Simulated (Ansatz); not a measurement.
# Ni(100) film of 3 layers: electron–phonon coupling and resistivity, part 5 of 5

Each step names its level of theory.

So far, resistivity at 300 K (μΩ cm): step 5 (resistivity: q 2×2×1, k 6×6×1, scattering 12×12×1) 13.0; step 6 (k-mesh 9×9×1, scattering mesh 16×16×1, q mesh 3×3×1) 11.9. Also log mean phonon energy ħω_log, spin up (meV): step 5 16.6; step 6 17.2.

## Step 8: Electron–phonon run: q 4×4×1, k 12×12×1, scattering 16×16×1

The next rung changes the q mesh, which sets the reach of the force constants and couplings; the k mesh of the density and its response.

This step: DFT PBE, scalar-relativistic, plane waves, PAW; PAW set soft_1 (Ansatz 0.2.0).

Contents of input.yaml:

```yaml
crystal:
  lattice:
    - [2.4198346145, 0.0, 0.0]
    - [0.0, 2.4198346145, 0.0]
    - [0.0, 0.0, 30.8399999296]
  atoms:
    - { symbol: Ni, position: [0.0, 0.0, 0.1780481476], spin: 0.84 }
    - { symbol: Ni, position: [0.5, 0.5, 0.2354085608], spin: 0.75 }
    - { symbol: Ni, position: [0.0, 0.0, 0.2927689741], spin: 0.84 }
  periodic: [true, true, false]
kpoints:
  mp_grid: { grid: [12, 12, 1] }
hamiltonian:
  xc: pbe
  pseudopotentials: { kind: paw, azcp: { folder: soft_1 } }
scf:
  occupations: { method: gaussian, width: 0.15 }
output:
  eigenvalues: true
  populations: true
magnetization:
  spin_polarized: true
phonons:
  method: dfpt
  qmesh: [4, 4, 1]
  temperatures: { t_max: 1000, t_step: 50 }
  qpath:
    path: [[0.0, 0.0, 0.0], [0.0, 0.5, 0.0], [0.5, 0.5, 0.0], [0.0, 0.0, 0.0]]
    npoints: 10
  electrical_resistivity:
    mesh: [16, 16, 1]
    temperatures: [20.0, 50.0, 77.0, 100.0, 150.0, 200.0, 300.0, 400.0, 600.0, 800.0]
```

On the command line:

```sh
$ ansatz run input.yaml --threads 8 --pin off --max-ram 20480MiB --backend cpu --events-out ev --progress --plain --runs-dir out
```

Log:

```text
[the first part of the log is left out]
  Σ components = -17517.500329   (vs F -17517.500329, Δ=0.00e0)
--- Band table (eV; the first three rows and the last of 56) ---
  k-point 0 ↑: bands = ["-108.7206", "-108.3950", "-108.3940", "-69.1421", "-69.0167", "-69.0167", "-68.7618", "-68.7618", "-68.7580", "-68.7580", "-68.6754", "-68.6585", "-13.3602", "-10.8636", "-9.6989", "-9.0596", "-8.3039", "-7.7790", "-7.0954", "-7.0954", "-6.8973", "-6.5301", "-6.1509", "-6.1509", "-6.0355", "-5.6692", "-5.6050", "-5.5557", "-5.5557", "-5.5146", "-3.7017", "-0.2413 (-0.2587°)", "-0.0438", "0.8376"]
  k-point 1 ↑: bands = ["-108.7195", "-108.3939", "-108.3929", "-69.1409", "-69.0279", "-69.0156", "-68.7715", "-68.7688", "-68.7610", "-68.7574", "-68.6734", "-68.6584", "-13.1746", "-10.7001", "-9.5760", "-8.9982", "-8.2587", "-7.7236", "-7.2505", "-7.0787", "-6.7520", "-6.5488", "-6.4204", "-6.2699", "-5.9758", "-5.8493", "-5.7655", "-5.5662", "-5.5176", "-5.1990", "-3.2445", "-0.0682 (-0.0852°)", "0.1453", "1.0109"]
  k-point 2 ↑: bands = ["-108.7162", "-108.3909", "-108.3901", "-69.1380", "-69.0581", "-69.0126", "-68.7981", "-68.7974", "-68.7587", "-68.7558", "-68.6682", "-68.6585", "-12.6366", "-10.2650", "-9.2689", "-8.8038", "-8.1064", "-7.5790", "-7.4393", "-7.0386", "-6.8707", "-6.7267", "-6.4752", "-6.3945", "-6.1585", "-5.9714", "-5.9282", "-5.6614", "-5.5055", "-4.5093", "-2.2778", "0.4483 (0.4330°)", "0.7092", "1.5292"]
  k-point 27 ↓: bands = ["-107.8300", "-107.4257", "-107.4257", "-68.3309", "-68.3309", "-68.2596", "-67.9742", "-67.9742", "-67.9671", "-67.9671", "-67.7692", "-67.7684", "-9.1293", "-8.7618", "-8.3001", "-8.3001", "-8.1317", "-6.9075", "-6.9075", "-5.3574", "-5.2361", "-5.2361", "-5.2272", "-4.8844", "-4.5056", "-4.1752", "-4.1748", "-0.6777", "-0.6777", "2.7012", "2.7012", "5.4936", "5.7171", "6.3370"]
  ° read free of the cell's end (the report's vacuum.weakly_bound_levels)
--- Phonons (Γ-DFPT): 6 representative perturbations + reference (Σ response iterations 59) ---
  ASR residual: 5.719e-5 → 0.000e0 eV/Å²; symmetrization residual: 6.865e-7 eV/Å²
  The last average, over the group as it would stand without the narrowing to the FFT grids, took up to 3.321e-7 eV/Å² of the zone centre's force constants
  ASR residual per site (eV/Å²): 1.14e-5 5.72e-5 1.15e-5
  Γ frequencies (cm⁻¹): 0.00 0.00 0.00 109.27 109.27 169.24 194.17 194.17 260.06
--- Phonons (arbitrary-q DFPT): 6 irreducible q on the 4×4×1 mesh ---
  q = [0.0000, 0.0000, 0.0000] (star 1, of the zone-centre solve; hermiticity 1.41e-7, symmetrization 7.85e-12, taken by the last average 3.41e-8): -0.00 -0.00 0.00 109.27 109.27 169.24 194.17 194.17 260.06
  q = [0.0000, 0.2500, 0.0000] (star 4, 9 solved perturbations on 84 of 144 k-point pairs; hermiticity 8.90e-8, symmetrization 1.01e-10, taken by the last average 2.80e-8): 52.26 82.39 98.18 129.48 169.74 176.63 196.23 259.11 261.66
  q = [0.0000, -0.5000, 0.0000] (star 2, 9 solved perturbations on 49 of 144 k-point pairs; hermiticity 6.99e-9, symmetrization 3.84e-10, taken by the last average 1.98e-8): 81.53 84.24 140.05 144.46 154.16 170.53 242.98 274.96 310.12
  q = [0.2500, 0.2500, 0.0000] (star 4, 6 solved perturbations in 666 linear systems a pass and spin channel, the states on 144 of 144 k-point pairs; hermiticity 6.55e-8, symmetrization 1.71e-10, taken by the last average 2.77e-8): 107.12 137.76 163.48 174.11 187.96 189.03 244.16 248.25 253.43
  q = [0.2500, -0.5000, 0.0000] (star 4, 9 solved perturbations on 84 of 144 k-point pairs; hermiticity 1.16e-8, symmetrization 5.27e-10, taken by the last average 2.00e-8): 150.45 171.24 171.79 180.96 182.57 203.41 257.62 257.68 298.06
  q = [-0.5000, -0.5000, 0.0000] (star 1, 6 solved perturbations in 231 linear systems a pass and spin channel, the states on 49 of 144 k-point pairs; hermiticity 8.88e-9, symmetrization 6.27e-10, taken by the last average 2.06e-8): 164.26 189.36 195.92 225.32 225.32 234.67 234.67 292.10 292.10
  sum rule: each row above includes the acoustic sum rule's correction from the zone centre's row sums; it moved no ω² by more than (0.51 cm⁻¹)²
  mesh force constants: q→R imaginary residual 2.55e-18; ASR residual 5.719e-5 → 0.000e0 eV/Å²; symmetrization residual 2.665e-15 eV/Å²
  interpolated dispersion: 31 rows × 9 modes
  density of states and harmonic sums: on the 28×28×1 q-mesh, interpolated from the force constants of a 4×4×1 supercell (no non-analytic term)
  largest difference from the sums on the solved wave vectors: F 4.09e-2 eV, S 5.50e-5 and C_V 1.41e-5 eV/K
  zero-point energy: 0.102402 eV/cell   skipped modes (ω ≤ 0): 6, of them read as no rigid motion or as one in doubt: 3 (2.041e-2 modes/cell left out, lowest -7.60 cm⁻¹)   left out of the sums: 2.69e-3 of the cell's modes: C_V's classical limit lies that fraction below 3 k_B per atom; for a crystal, a wire or a layer, F and S can be off by more, and a phonons.interpolated_qmesh denser along its periods is the remedy for the sampling
--- Löwdin populations: 3 sites ---
  site symbol       q [e]    m [muB]
     0     Ni     17.7997     0.7603
     1     Ni     17.7617     0.6662
     2     Ni     17.7997     0.7603
  spilling = 0.011833 (of n_electrons = 54.000000)
Error: electrical resistivity: the mode of lowest frequency at the wavevector [0.0625, 0.0625, 0.0000] is imaginary, -5.93 cm⁻¹ (written negative): every mode at the wavevectors of the force constants' own supercell is real, and this one is interpolated between them; take force constants of more repeats (phonons.supercell, under dfpt phonons.qmesh), or, with a block electrical_resistivity or superconductivity, name a file of force constants under which the crystal is stable (phonons.electron_phonon_force_constants)
The harmonic force constants that this run solved are whole in <dir>
```

Wall time 33 min (8 threads of Arm Neoverse N1, shared host); peak memory 4.2 GiB.

The run ended with an error.

The program's message: “electrical resistivity: the mode of lowest frequency at the wavevector [0.0625, 0.0625, 0.0000] is imaginary, -5.93 cm⁻¹ (written negative): every mode at the wavevectors of the force constants' own s …”

The run stops because a mode is imaginary on the scattering mesh, where no scattering rate is defined; denser k meshes, other smearings and, between solved wavevectors, finer q meshes show whether the instability is real.

## Step 9: Results

| Property | Result |
| --- | --- |
| run | PBE, q 3×3×1, k 9×9×1, scattering 16×16×1 |
| coupling constant λ | spin up: 0.0750; spin down: 0.294 |
| log mean phonon energy ħω_log | spin up: 17.2 meV; spin down: 18.6 meV |
| states at the Fermi level | spin up: 0.510 states/eV/spin/cell; spin down: 3.60 states/eV/spin/cell |
| sheet resistance at 300 K | 38.6 Ω per square |
| change between its two finest scattering meshes | λ 13 %, resistivity at 300 K 18 % |
| time of that run | 11 min |

In words: On the last rung that gave a resistivity at the base settings (q 3×3×1, k 9×9×1, scattering 16×16×1), Ni(100) film of 3 layers has λ = 0.27 and a phonon-limited sheet resistance of 38.6 Ω per square at 300 K. The coupling is weak (λ = 0.27), so phonons raise the electrons' mass at the Fermi surface by about 27 % in the mean of the spin channels, weighted by their densities of states, if this value holds on finer meshes. A finer rung stopped at an imaginary mode of its scattering step, so the stability of the lattice, and with it these numbers, is not settled. By the run's own test λ moves by 13 % between the two scattering meshes. Values of ρ(T) under 50 K rest on the softest modes, mostly interpolated ones, and are the least sure of the table. The three lowest branches give 44 % of λ. By the run's own test, which takes the component that moves most, the resistivity at 300 K moves by 18 % between its two finest scattering meshes, so it is not converged. In the run quoted no mode is imaginary at the wavevectors of the 3×3×1 mesh; another run of the session found or stopped at an imaginary mode. Only scattering by harmonic phonons counts; impurities, grain boundaries, magnons and spin disorder and thermal expansion are left out. The magnetic order is the one started from and need not be the ground state. The resistivity belongs to the whole cell, vacuum included; the sheet resistance is the quantity that does not depend on the vacuum. The c of the given cell is the typed one; the program laid its own vacuum and ran the layer in a cell 30.8 Å high. The structure was built by hand as an ordered model, and its stability against other phases was not tested.

[Logs are printed without paths, hosts, clocks, repeated set-up lines and the standing remarks that a program may print on its own settings, such as how far it seeks lower states.]

[Hosts, paths, dates, database ids (printed as entryN), source tags and the programs' standing remarks are cut or masked in the printed files.]
